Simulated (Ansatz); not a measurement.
# Zn3InN: relaxing a made-up structure

Starting from a made-up structure for Zn3InN, the aim is the relaxed cell, its shortest contacts and, where a second run follows, its electronic structure.

Program: Ansatz 0.2.0. Level of theory: DFT, PBEsol, plane-wave PAW, files of the set soft_1, scalar-relativistic, no spin, cell and ions relaxed at zero pressure; PAW set soft_1. Results are calculated unless marked as measured.

### Step 1. Starting point

Symmetry: Pm-3m, No. 221, cubic system. The conventional cell has a = 4.179 Å, b = 4.179 Å, c = 4.179 Å, α = 90.00°, β = 90.00°, γ = 90.00°. In has 12 Zn at 2.95 Å nearest. Zn has 2 N at 2.09 Å nearest. Nearest to N lie 6 Zn at 2.09 Å. Farther neighbours and most contacts between anions are not listed.

### Step 2. Relaxation of the guess

The guessed cell has no reason to be at equilibrium. It is relaxed with the atoms, within the space group of the guess.

Input file input.yaml:

```yaml
crystal:
  lattice:
    - [4.179, 0.0, 0.0]
    - [0.0, 4.179, 0.0]
    - [0.0, 0.0, 4.179]
  atoms:
    - { symbol: In, position: [0.0, 0.0, 0.0] }
    - { symbol: Zn, position: [0.0, 0.5, 0.5] }
    - { symbol: Zn, position: [0.5, 0.0, 0.5] }
    - { symbol: Zn, position: [0.5, 0.5, 0.0] }
    - { symbol: "N", position: [0.5, 0.5, 0.5] }
kpoints:
  mp_grid: { grid: [7, 7, 7] }
scf:
  occupations: { method: fermi_dirac, width: 0.05 }
hamiltonian:
  xc: pbesol
  pseudopotentials: { kind: paw, azcp: { folder: soft_1 }, xc_functional: pbe }
relax:
  f_tol: 0.015
  max_steps: 70
  cell: {}
output:
  forces: true
  stress: true
```

Launch:

```console
$ ansatz run input.yaml --threads 4 --pin off --max-ram 8192MiB --backend cpu --events-out ev --progress --plain --runs-dir out
```

Numbers of over 12 decimals in the logs are rounded to 6 here.

The program printed:

```text
Engine: ansatz 0.2.0, x86_64-unknown-linux-gnu
Pseudopotentials: kind: paw
Pseudopotential: In, paw, valence charge 13, recommended cutoff 420 eV (normal), soft_1/In.paw.azcp
Pseudopotential: Zn, paw, valence charge 12, recommended cutoff 420 eV (normal), soft_1/Zn.paw.azcp
Pseudopotential: N, paw, valence charge 5, recommended cutoff 420 eV (normal), soft_1/N.paw.azcp
Functional definition: PBEsol
  exchange = pbesol_x
  correlation = pbesol_c
Crystal: 5 atoms, lattice volume = 72.982 Å³
Basis set: ecut = 420 eV, 1365 PW (Γ), exchange–correlation on 60×60×60 points (8 copies of the dense FFT grid, shifted against one another)
Bands: 33, of which v1, the nominal top of the filled ones, is band 27 counted from 1 (26 counted from 0)
Symmetry: 48 space group operations
Space group: Pm-3m (ITA 221), of the structure as read, at distance tolerance 4.2e-5 Å
k-points: 20 of 343
Non-local potential: In, projectors of the file, l = 0: 2, l = 1: 2, l = 2: 2, l = 3: 1
Non-local potential: Zn, projectors of the file, l = 0: 2, l = 1: 2, l = 2: 3, l = 3: 1
Non-local potential: N, projectors of the file, l = 0: 2, l = 1: 2, l = 2: 1
PAW form: soft (Blöchl's): semilocal exchange-correlation on the pseudo side does not see the compensation charge
PAW frozen core: In, regenerated for the run's functional, and the local potential with it (the file was generated under x = pbe(κ = 0.804, μ = 0.219515), c = pbe(β = 0.066725))
PAW frozen core: Zn, regenerated for the run's functional, and the local potential with it (the file was generated under x = pbe(κ = 0.804, μ = 0.219515), c = pbe(β = 0.066725))
PAW frozen core: N, regenerated for the run's functional, and the local potential with it (the file was generated under x = pbe(κ = 0.804, μ = 0.219515), c = pbe(β = 0.066725))
PAW one-centre angular grid: In, 590 points (default); XC on 64 Gauss nodes
PAW one-centre angular grid: Zn, 590 points (default); XC on 64 Gauss nodes
PAW one-centre angular grid: N, 110 points (default); XC on 64 Gauss nodes
Initial density: superposition of atomic densities (chi_scale 0.1, normalization cell, long waves kept (reshape's long-wave potential 0.03 eV rms))
Initial wavefunctions: pseudopotential atomic-orbital guess
Functional: x = pbesol(κ = 0.804, μ = 0.123457), c = pbesol(β = 0.046)
SCF iter   1: F=—  HF=-15745.057581 eV  |F-HF|=—  |Δ(HF+E_count)|=         —  Δρ=3.08e-2  dr2=9.24e-1  ethr=3.10e-3  ⟨swp⟩=7.4  Hψ=3310  notcnv=0
preconditioner: auto → Kerker (q_TF=auto, 2.595 Å⁻¹)  [metal: Δε(μ)=0.092 eV  Ē_g=11.653 eV  σ=0.050 eV  W_gap=0.42  n_scr=18 (ndim 8)  ℏωp=31.9 eV  f_vac=0.000  D(μ)=3.17/eV (n_scr^D=26)]
SCF iter   2: F=—  HF=-15744.925605 eV  |F-HF|=—  |Δ(HF+E_count)|=   1.32e-1  Δρ=1.94e-2  dr2=3.88e-1  ethr=1.71e-3  ⟨swp⟩=2.0  Hψ=916  notcnv=0  defer=12
SCF iter   3: F=—  HF=-15744.859275 eV  |F-HF|=—  |Δ(HF+E_count)|=   6.63e-2  Δρ=1.19e-2  dr2=1.21e-1  ethr=7.19e-4  ⟨swp⟩=2.0  Hψ=1152  notcnv=0  defer=12
SCF iter   4: F=—  HF=-15744.809035 eV  |F-HF|=—  |Δ(HF+E_count)|=   5.02e-2  Δρ=2.94e-3  dr2=7.28e-3  ethr=2.24e-4  ⟨swp⟩=2.3  Hψ=1187  notcnv=0  defer=12
SCF iter   5: F=—  HF=-15744.809146 eV  |F-HF|=—  |Δ(HF+E_count)|=   1.11e-4  Δρ=1.33e-3  dr2=1.20e-3  ethr=1.35e-5  ⟨swp⟩=2.9  Hψ=1382  notcnv=0  defer=10
SCF iter   6: F=—  HF=-15744.808742 eV  |F-HF|=—  |Δ(HF+E_count)|=   4.04e-4  Δρ=2.92e-4  dr2=3.61e-5  ethr=2.23e-6  ⟨swp⟩=2.2  Hψ=1175  notcnv=0  defer=10
SCF iter   7: F=—  HF=-15744.808756 eV  |F-HF|=—  |Δ(HF+E_count)|=   1.38e-5  Δρ=1.81e-4  dr2=1.88e-5  ethr=6.69e-8  ⟨swp⟩=2.0  Hψ=1180  notcnv=0  defer=10
SCF iter   8: F=—  HF=-15744.808752 eV  |F-HF|=—  |Δ(HF+E_count)|=   4.00e-6  Δρ=3.14e-5  dr2=4.81e-7  ethr=3.48e-8  ⟨swp⟩=2.5  Hψ=1088  notcnv=0  defer=10
SCF iter   9: F=-15744.808752 eV  HF=-15744.808752 eV  |F-HF|=3.77e-9  |Δ(HF+E_count)|=   4.17e-8  Δρ=7.75e-6  dr2=3.61e-8  ethr=1.85e-10  ⟨swp⟩=4.5  Hψ=2403  notcnv=0
SCF 1 converged in 9 iterations: F = -15744.808752 eV  dr2 = 3.61e-8
  greatest PAW one-centre occupation: 0.985 electrons in one spin orbital (limit 2), on the Zn atom at site 3 (counted from 0), in its partial waves of l = 2
relax step   1: F+E_penalty+E_count = -15744.80875191 eV  Δ(F+E_penalty+E_count) = +0.000e0 eV  max|allowed force component| = 2.735e-29 eV/Å  Δτ_max = 0.0000 Å  P = +2.963 GPa  Ω = 72.982 Å³  (9 SCF iters, dr2 threshold 1.00e-7 eV, accepted)
Crystal: 5 atoms, lattice volume = 74.636 Å³
Basis set: ecut = 420 eV, 1419 PW (Γ), exchange–correlation on 60×60×60 points (8 copies of the dense FFT grid, shifted against one another)
Initial density: handed on by an earlier stage of this run
Initial wavefunctions: those handed on with the density
iter 1 solved again at ethr=9.41e-6 eV; its pass at ethr=3.10e-3 eV (dr2=5.08e-3 eV) is discarded
SCF iter   1: F=—  HF=-15744.826642 eV  |F-HF|=—  |Δ(HF+E_count)|=         —  Δρ=2.41e-3  dr2=4.86e-3  ethr=9.41e-6  ⟨swp⟩=2.0  Hψ=3590  notcnv=0
preconditioner: auto → Kerker (q_TF=auto, 2.585 Å⁻¹)  [metal: Δε(μ)=0.043 eV  Ē_g=11.798 eV  σ=0.050 eV  W_gap=0.20  n_scr=26 (ndim 8)  ℏωp=31.6 eV  f_vac=0.000  D(μ)=3.27/eV (n_scr^D=26)]
SCF iter   2: F=—  HF=-15744.825898 eV  |F-HF|=—  |Δ(HF+E_count)|=   7.44e-4  Δρ=1.15e-3  dr2=1.16e-3  ethr=8.99e-6  ⟨swp⟩=2.3  Hψ=1084  notcnv=0
SCF iter   3: F=—  HF=-15744.825721 eV  |F-HF|=—  |Δ(HF+E_count)|=   1.76e-4  Δρ=4.90e-4  dr2=2.03e-4  ethr=2.14e-6  ⟨swp⟩=2.0  Hψ=1159  notcnv=0
SCF iter   4: F=—  HF=-15744.825645 eV  |F-HF|=—  |Δ(HF+E_count)|=   7.62e-5  Δρ=2.31e-4  dr2=3.62e-5  ethr=3.76e-7  ⟨swp⟩=2.0  Hψ=1061  notcnv=0
SCF iter   5: F=—  HF=-15744.825640 eV  |F-HF|=—  |Δ(HF+E_count)|=   5.22e-6  Δρ=4.95e-5  dr2=2.23e-6  ethr=6.71e-8  ⟨swp⟩=2.0  Hψ=1052  notcnv=0
SCF iter   6: F=-15744.825639 eV  HF=-15744.825639 eV  |F-HF|=9.86e-8  |Δ(HF+E_count)|=   7.42e-7  Δρ=1.50e-5  dr2=1.94e-7  ethr=9.26e-10  ⟨swp⟩=4.8  Hψ=2407  notcnv=0
SCF 2 converged in 6 iterations: F = -15744.825639 eV  dr2 = 1.94e-7
relax step   2: F+E_penalty+E_count = -15744.82563917 eV  Δ(F+E_penalty+E_count) = -1.689e-2 eV  max|allowed force component| = 5.581e-30 eV/Å  Δτ_max = 0.0000 Å  P = +0.729 GPa  Ω = 74.636 Å³  energy of the carried Pulay correction = -1.921e-3 eV  (6 SCF iters, dr2 threshold 5.00e-7 eV, accepted)
Crystal: 5 atoms, lattice volume = 75.192 Å³
iter 1 solved again at ethr=1.34e-6 eV; its pass at ethr=3.10e-3 eV (dr2=7.25e-4 eV) is discarded
SCF iter   1: F=—  HF=-15744.826434 eV  |F-HF|=—  |Δ(HF+E_count)|=         —  Δρ=7.79e-4  dr2=5.04e-4  ethr=1.34e-6  ⟨swp⟩=2.0  Hψ=3169  notcnv=0
preconditioner: auto → Kerker (q_TF=auto, 2.582 Å⁻¹)  [metal: Δε(μ)=0.020 eV  Ē_g=11.766 eV  σ=0.050 eV  W_gap=0.10  n_scr=26 (ndim 8)  ℏωp=31.5 eV  f_vac=0.000  D(μ)=3.23/eV (n_scr^D=26)]
SCF iter   2: F=—  HF=-15744.826357 eV  |F-HF|=—  |Δ(HF+E_count)|=   7.64e-5  Δρ=3.69e-4  dr2=1.20e-4  ethr=9.33e-7  ⟨swp⟩=2.2  Hψ=1111  notcnv=0
SCF iter   3: F=—  HF=-15744.826334 eV  |F-HF|=—  |Δ(HF+E_count)|=   2.38e-5  Δρ=1.57e-4  dr2=2.21e-5  ethr=2.23e-7  ⟨swp⟩=2.0  Hψ=1170  notcnv=0
SCF iter   4: F=—  HF=-15744.826326 eV  |F-HF|=—  |Δ(HF+E_count)|=   7.04e-6  Δρ=7.58e-5  dr2=4.26e-6  ethr=4.09e-8  ⟨swp⟩=2.0  Hψ=1061  notcnv=0
iter 5 did not close the SCF: its close was put off for the readings that it lacked (scf_convergence_deferred on its scf_iter line)
SCF iter   5: F=-15744.826326 eV  HF=-15744.826326 eV  |F-HF|=1.98e-7  |Δ(HF+E_count)|=   7.16e-7  Δρ=1.55e-5  dr2=2.61e-7  ethr=7.90e-9  ⟨swp⟩=2.1  Hψ=1056  notcnv=0
SCF iter   6: F=-15744.826326 eV  HF=-15744.826326 eV  |F-HF|=9.10e-9  |Δ(HF+E_count)|=   8.63e-8  Δρ=4.88e-6  dr2=1.91e-8  ethr=4.82e-10  ⟨swp⟩=2.2  Hψ=2444  notcnv=0
SCF 3 converged in 6 iterations: F = -15744.826326 eV  dr2 = 1.91e-8
  greatest PAW one-centre occupation: 0.985 electrons in one spin orbital (limit 2), on the Zn atom at site 2 (counted from 0), in its partial waves of l = 2
relax step   3: F+E_penalty+E_count = -15744.82632569 eV  Δ(F+E_penalty+E_count) = -6.865e-4 eV  max|allowed force component| = 2.999e-29 eV/Å  Δτ_max = 0.0000 Å  P = +0.038 GPa  Ω = 75.192 Å³  energy of the carried Pulay correction = -2.558e-3 eV  (6 SCF iters, dr2 threshold 5.00e-7 eV, accepted)
Initial wavefunctions: pseudopotential atomic-orbital guess (no wavefunctions were taken with the density)
iter 1 solved again at ethr=3.51e-8 eV; its pass at ethr=3.10e-3 eV (dr2=1.89e-5 eV) is discarded
SCF iter   1: F=—  HF=-15744.829028 eV  |F-HF|=—  |Δ(HF+E_count)|=         —  Δρ=3.68e-4  dr2=5.36e-6  ethr=3.51e-8  ⟨swp⟩=3.5  Hψ=5328  notcnv=0
preconditioner: auto → Kerker (q_TF=auto, 2.582 Å⁻¹)  [metal: Δε(μ)=0.039 eV  Ē_g=11.743 eV  σ=0.050 eV  W_gap=0.19  n_scr=26 (ndim 8)  ℏωp=31.5 eV  f_vac=0.000  D(μ)=3.21/eV (n_scr^D=26)]
SCF iter   2: F=—  HF=-15744.829049 eV  |F-HF|=—  |Δ(HF+E_count)|=   2.13e-5  Δρ=2.38e-4  dr2=9.16e-6  ethr=9.93e-9  ⟨swp⟩=2.0  Hψ=1079  notcnv=0
SCF iter   3: F=—  HF=-15744.829055 eV  |F-HF|=—  |Δ(HF+E_count)|=   5.62e-6  Δρ=5.86e-5  dr2=2.40e-7  ethr=9.93e-9  ⟨swp⟩=2.0  Hψ=1001  notcnv=0
SCF iter   4: F=—  HF=-15744.829056 eV  |F-HF|=—  |Δ(HF+E_count)|=   1.05e-6  Δρ=1.02e-5  dr2=1.64e-8  ethr=4.44e-10  ⟨swp⟩=2.0  Hψ=1191  notcnv=0
SCF iter   5: F=—  HF=-15744.829056 eV  |F-HF|=—  |Δ(HF+E_count)|=   9.73e-8  Δρ=3.70e-6  dr2=3.33e-9  ethr=3.04e-11  ⟨swp⟩=2.0  Hψ=1204  notcnv=0
SCF iter   6: F=—  HF=-15744.829056 eV  |F-HF|=—  |Δ(HF+E_count)|=   2.92e-9  Δρ=4.51e-7  dr2=1.12e-10  ethr=6.17e-12  ⟨swp⟩=2.0  Hψ=1162  notcnv=0
SCF iter   7: F=-15744.829056 eV  HF=-15744.829056 eV  |F-HF|=1.09e-11  |Δ(HF+E_count)|=  3.64e-11  Δρ=1.32e-7  dr2=1.94e-11  ethr=1.00e-12  ⟨swp⟩=4.4  Hψ=2382  notcnv=0
SCF 4 converged in 7 iterations: F = -15744.829056 eV  dr2 = 1.94e-11
relax step   4: F+E_penalty+E_count = -15744.82905607 eV  Δ(F+E_penalty+E_count) = -2.730e-3 eV  max|allowed force component| = 3.221e-29 eV/Å  Δτ_max = 0.0000 Å  P = +0.060 GPa  Ω = 75.192 Å³  stress off target by 6.00e-2 GPa  SCF on the basis re-selected at this cell (its energy is not comparable with the rows above)  (7 SCF iters)
basis re-selected at this cell: Δ(F+E_penalty+E_count) = -2.730e-3 eV, ΔP = +0.022 GPa vs the last step (what re-selecting the basis moved, of the pressure what is left beyond the Pulay correction that the steps carried, after the strain that the cell walked since its last selection, with what the two solves' SCF thresholds leave and, on support functions, any second-order correction that the steps lacked; it is no m [...]
Crystal: 5 atoms, lattice volume = 75.240 Å³
iter 1 solved again at ethr=8.75e-9 eV; its pass at ethr=3.10e-3 eV (dr2=4.72e-6 eV) is discarded
SCF iter   1: F=—  HF=-15744.829019 eV  |F-HF|=—  |Δ(HF+E_count)|=         —  Δρ=6.64e-5  dr2=3.70e-6  ethr=8.75e-9  ⟨swp⟩=2.0  Hψ=3118  notcnv=0
preconditioner: auto → Kerker (q_TF=auto, 2.582 Å⁻¹)  [metal: Δε(μ)=0.038 eV  Ē_g=11.740 eV  σ=0.050 eV  W_gap=0.18  n_scr=26 (ndim 8)  ℏωp=31.5 eV  f_vac=0.000  D(μ)=3.21/eV (n_scr^D=26)]
SCF iter   2: F=—  HF=-15744.829010 eV  |F-HF|=—  |Δ(HF+E_count)|=   8.52e-6  Δρ=3.19e-5  dr2=8.95e-7  ethr=6.85e-9  ⟨swp⟩=2.5  Hψ=1161  notcnv=0
SCF iter   3: F=—  HF=-15744.829010 eV  |F-HF|=—  |Δ(HF+E_count)|=   1.37e-7  Δρ=1.36e-5  dr2=1.61e-7  ethr=1.66e-9  ⟨swp⟩=2.1  Hψ=1178  notcnv=0
SCF iter   4: F=—  HF=-15744.829010 eV  |F-HF|=—  |Δ(HF+E_count)|=   5.29e-8  Δρ=6.48e-6  dr2=2.99e-8  ethr=2.99e-10  ⟨swp⟩=2.0  Hψ=1060  notcnv=0
iter 5 did not close the SCF: its close was put off for the readings that it lacked (scf_convergence_deferred on its scf_iter line)
SCF iter   5: F=-15744.829010 eV  HF=-15744.829010 eV  |F-HF|=1.35e-9  |Δ(HF+E_count)|=   4.83e-9  Δρ=1.37e-6  dr2=1.83e-9  ethr=5.54e-11  ⟨swp⟩=2.5  Hψ=1063  notcnv=0
SCF iter   6: F=-15744.829010 eV  HF=-15744.829010 eV  |F-HF|=7.28e-11  |Δ(HF+E_count)|=  6.29e-10  Δρ=4.18e-7  dr2=1.49e-10  ethr=3.39e-12  ⟨swp⟩=2.0  Hψ=2408  notcnv=0
SCF 5 converged in 6 iterations: F = -15744.829010 eV  dr2 = 1.49e-10
relax step   5: F+E_penalty+E_count = -15744.82900987 eV  Δ(F+E_penalty+E_count) = +4.620e-5 eV  max|allowed force component| = 9.036e-30 eV/Å  Δτ_max = 0.0000 Å  P = +0.001 GPa  Ω = 75.240 Å³  energy of the carried Pulay correction = -5.547e-5 eV  (6 SCF iters, dr2 threshold 8.99e-9 eV, accepted)
iter 1 solved again at ethr=1.88e-8 eV; its pass at ethr=3.10e-3 eV (dr2=1.01e-5 eV) is discarded
SCF iter   1: F=—  HF=-15744.829079 eV  |F-HF|=—  |Δ(HF+E_count)|=         —  Δρ=3.82e-6  dr2=3.32e-9  ethr=1.88e-8  ⟨swp⟩=3.6  Hψ=5349  notcnv=0
SCF iter   2: F=—  HF=-15744.829068 eV  |F-HF|=—  |Δ(HF+E_count)|=   1.12e-5  Δρ=3.01e-6  dr2=3.16e-9  ethr=6.15e-12  ⟨swp⟩=3.0  Hψ=1417  notcnv=0
SCF iter   3: F=—  HF=-15744.829068 eV  |F-HF|=—  |Δ(HF+E_count)|=  8.91e-11  Δρ=9.02e-7  dr2=1.92e-10  ethr=5.86e-12  ⟨swp⟩=2.0  Hψ=1013  notcnv=0
SCF iter   4: F=—  HF=-15744.829068 eV  |F-HF|=—  |Δ(HF+E_count)|=  3.17e-10  Δρ=3.42e-7  dr2=7.19e-11  ethr=1.00e-12  ⟨swp⟩=2.0  Hψ=1072  notcnv=0
iter 5 did not close the SCF: its close was put off for the readings that it lacked (scf_convergence_deferred on its scf_iter line)
SCF iter   5: F=-15744.829068 eV  HF=-15744.829068 eV  |F-HF|=7.28e-12  |Δ(HF+E_count)|=  1.27e-11  Δρ=1.60e-7  dr2=9.09e-12  ethr=1.00e-12  ⟨swp⟩=2.1  Hψ=933  notcnv=0
SCF iter   6: F=-15744.829068 eV  HF=-15744.829068 eV  |F-HF|=5.46e-12  |Δ(HF+E_count)|=  9.09e-12  Δρ=3.07e-8  dr2=1.02e-12  ethr=1.00e-12  ⟨swp⟩=3.0  Hψ=2387  notcnv=0
SCF 6 converged in 6 iterations: F = -15744.829068 eV  dr2 = 1.02e-12
  greatest PAW one-centre occupation: 0.985 electrons in one spin orbital (limit 2), on the Zn atom at site 1 (counted from 0), in its partial waves of l = 2
relax step   6: F+E_penalty+E_count = -15744.82906819 eV  Δ(F+E_penalty+E_count) = -5.832e-5 eV  max|allowed force component| = 3.905e-30 eV/Å  Δτ_max = 0.0000 Å  P = +0.001 GPa  Ω = 75.240 Å³  stress off target by 1.32e-3 GPa  SCF on the basis re-selected at this cell (its energy is not comparable with the rows above)  (6 SCF iters)
basis re-selected at this cell: Δ(F+E_penalty+E_count) = -5.832e-5 eV, ΔP = +0.000 GPa vs the last step (what re-selecting the basis moved, of the pressure what is left beyond the Pulay correction that the steps carried, after the strain that the cell walked since its last selection, with what the two solves' SCF thresholds leave and, on support functions, any second-order correction that the steps lacked; it is no m [...]
SCF converged after 6 iterations
Free energy (F): -15744.829068 eV
Harris-Foulkes:  -15744.829068 eV  (|F-HF|=5.46e-12)
Internal energy: -15744.804863 eV  (E = F + TS)
E sigma→0 (E₀):  -15744.816966 eV
Entropy (-TS):   -0.024205 eV (-4.841 meV/atom)
Fermi energy:    11.285807 eV
--- Per-component energies (eV) ---
  E_band       = 157.645692
  E_kinetic    = 784.734533
  E_local      = -6483.472072  (includes V_loc(G=0)·N_el)
  E_nonlocal   = 2827.853960
  E_hartree    = 2448.763336
  E_xc         = -433.965139
  E_vxc        = -318.707372  (∫ρ·V_xc dr)
  E_paw        = -9837.329444  (= ΣΔE_a)
  E_vpaw       = -1550.289937  (= ΣTr[D̂ρ^β])
  E_aug_tail   = -0.000096  (compensation charges beyond the density's cutoff)
  E_ewald      = -5054.046011
  E_core_change = 2.656070  (= ΣΔE_core)
  E_smearing   = -0.024205  (= −TS)
  E_closure    = -0.000000  (closes the sum)
  Σ components = -15744.829068   (vs F -15744.829068, Δ=0.00e0)
--- Forces (eV/Å), atoms counted from 1 ---
  atom   1  In     0.00000000     0.00000000     0.00000000
  atom   2  Zn     0.00000000     0.00000000     0.00000000
  atom   3  Zn    -0.00000000     0.00000000     0.00000000
  atom   4  Zn     0.00000000     0.00000000     0.00000000
  atom   5  N      0.00000000     0.00000000     0.00000000
  max |Σ_I F_I| component: 6.77e-30 eV/Å
--- Stress (GPa, compression-positive) ---
        0.001316      -0.000000      -0.000000
       -0.000000       0.001316       0.000000
        0.000000       0.000000       0.001316
  P = ⅓ Tr σ = 0.0013 GPa (0.013 kbar)
--- Relaxed structure (4 steps of the walk, 4 accepted, 2 SCFs on fresh bases) ---
  F+E_penalty+E_count = -15744.82906819 eV   max|allowed force component| = 3.905e-30 eV/Å   (the final SCF, on the basis selected at the relaxed cell)
  cell:  # Å, volume = 75.2404 Å³
    - [4.221665, 0, 0]
    - [0, 4.221665, 0.0]
    - [0, 0.0, 4.221665]
  atoms:
    - { symbol: In, position: [0, 0, 0] }
    - { symbol: Zn, position: [0, 0.5, 0.5] }
    - { symbol: Zn, position: [0.5, 0, 0.5] }
    - { symbol: Zn, position: [0.5, 0.5, 0] }
    - { symbol: N, position: [0.5, 0.5, 0.5] }
```

The job ended after 4.1 s (4 threads of AMD EPYC 9R14 (Zen 4), shared host; peak memory 0.49 GiB; 13 s of CPU time).

The steps of the relaxation:

```
step  energy less that of the first step (eV)  largest force component (eV/Å)  pressure (GPa)  volume (Å³)
   1                                   0.0000                          0.0000            2.96        72.98
   2                                  -0.0169                          0.0000            0.73        74.64
   3                                  -0.0176                          0.0000            0.04        75.19
  4*                                  -0.0203                          0.0000            0.06        75.19
   5                                  -0.0203                          0.0000            0.00        75.24
  6*                                  -0.0203                          0.0000            0.00        75.24
```

Relaxation steps marked * repeat the geometry before them on a plane-wave basis chosen anew for their cell, so energy and pressure can jump there.

Forces are held to the 48 operations that the run works with; a distortion that breaks them can't arise in this run.

```
conventional cell, symmetrised  before  after  change
                         a (Å)   4.179  4.222  +1.0 %
                         b (Å)   4.179  4.222  +1.0 %
                         c (Å)   4.179  4.222  +1.0 %
              volume (Å³/atom)   14.60  15.05  +3.1 %
```

Final coordinates:

```xyz
5
Lattice="4.2217 0.0000 0.0000 0.0000 4.2217 0.0000 0.0000 0.0000 4.2217" Properties=species:S:1:pos:R:3 pbc="T T T"
In    0.0000    0.0000    0.0000
Zn    0.0000    2.1108    2.1108
Zn    2.1108    0.0000    2.1108
Zn    2.1108    2.1108    0.0000
N     2.1108    2.1108    2.1108
```

Numbers from this step:

- free energy: -15744.8291 eV
- energy at zero smearing: -15744.8170 eV
- smearing term TS: 0.02420 eV
- Fermi energy: 11.29 eV
- electrons: 54
- symmetry operations: 48
- pressure: 0.001316 GPa

Shortest distances by pair of elements, guess and relaxed (not always the same contact):

```
 pair  guess (Å)  relaxed (Å)
 N–Zn      2.090        2.111
In–Zn      2.955        2.985
Zn–Zn      2.955        2.985
 In–N      3.619        3.656
In–In      4.179        4.222
```

The relaxation ends with a pressure of 0.00 GPa.

### Step 3. Summary of results

```
space group, relaxed : Pm-3m
conventional cell    : a = 4.222, b = 4.222, c = 4.222 Å; α = 90.0°, β = 90.0°, γ = 90.0°
volume per atom      : 15.05 Å³ (guess 14.60)
```

What this shows: Zn3InN relaxes to Pm-3m with a = 4.222, b = 4.222 and c = 4.222 Å. The guessed volume was 3 % too small. The space group Pm-3m was held in the relaxation, so the end point is a stationary structure within it and may be a saddle against distortions or other arrangements. Mesh and cutoff weren't tested. No dispersion term is used, so weakly bound directions may come out too long. Nothing here tests whether the compound is stable against decomposition.

[Logs are printed without paths, hosts, clocks, repeated set-up lines and the standing remarks that a program may print on its own settings, such as how far it seeks lower states.]

[Hosts, paths, dates, database ids (printed as entryN), source tags and the programs' standing remarks are cut or masked in the printed files.]
